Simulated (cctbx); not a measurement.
## Resonant diffraction in YbSc

Space group Pm-3m (no. 221), a = 3.5440 Å, b = 3.5440 Å, c = 3.5440 Å, α = 90.00°, β = 90.00°, γ = 90.00°.

```csv
atom,mult.,x,y,z,Ueq (Å²)
Yb1,1,1/2,1/2,1/2,0.0028
Sc1,1,0,0,0,0.0042
```

This is a model crystal, built by substitution and not relaxed, with assumed displacement parameters.

Calculated with cctbx: free-atom f′ and f″ from the Sasaki tables, no fine structure; amplitudes in electrons.

| E (eV) | F 1 0 3 | F 0 2 2 | F 0 0 4 | F 1 3 1 |
| --- | --- | --- | --- | --- |
| 8344 | 42.7 | 46.5 | 34.8 | 23.4 |
| 8694 | 40.9 | 44.7 | 33.1 | 21.6 |
| 8824 | 39.4 | 43.1 | 31.6 | 20.1 |
| 8884 | 38.0 | 41.8 | 30.3 | 18.8 |
| 8914 | 36.6 | 40.4 | 28.9 | 17.4 |
| 8929 | 35.3 | 39.0 | 27.6 | 16.0 |
| 8936 | 34.0 | 37.7 | 26.4 | 14.7 |
| 8940 | 32.6 | 36.3 | 25.0 | 13.4 |
| 8948 | 34.0 | 37.6 | 26.8 | 15.7 |
| 8952 | 35.4 | 39.0 | 28.1 | 17.0 |
| 8959 | 36.7 | 40.3 | 29.3 | 18.1 |
| 8974 | 38.1 | 41.7 | 30.6 | 19.4 |
| 9004 | 39.5 | 43.1 | 31.9 | 20.6 |
| 9094 | 41.2 | 44.9 | 33.6 | 22.3 |
| 9344 | 42.8 | 46.5 | 35.1 | 23.8 |

**Question.** Which edge is crossed, and why do the reflections move as they do?

The L3 edge of Yb. The edge is at 8944 eV. f′ of Yb falls from -12.1 e at 8824 eV to -19.2 e at 4 eV below it, and f″ steps from 3.74 to 10.53 e across it. Over that approach |F| changes by -17 % (1 0 3), -16 % (0 2 2), -21 % (0 0 4) and -33 % (1 3 1): a reflection falls where Yb scatters in phase with the total and rises where it scatters against it; it hardly moves where the Yb term is small or cancels by symmetry. Above the edge the larger f″ enters the imaginary part, where it can add to or cancel the other atoms' f″. The structure is centrosymmetric, so Friedel mates stay equal.

[Logs are printed without paths, hosts, clocks, repeated set-up lines and the standing remarks that a program may print on its own settings, such as how far it seeks lower states.]
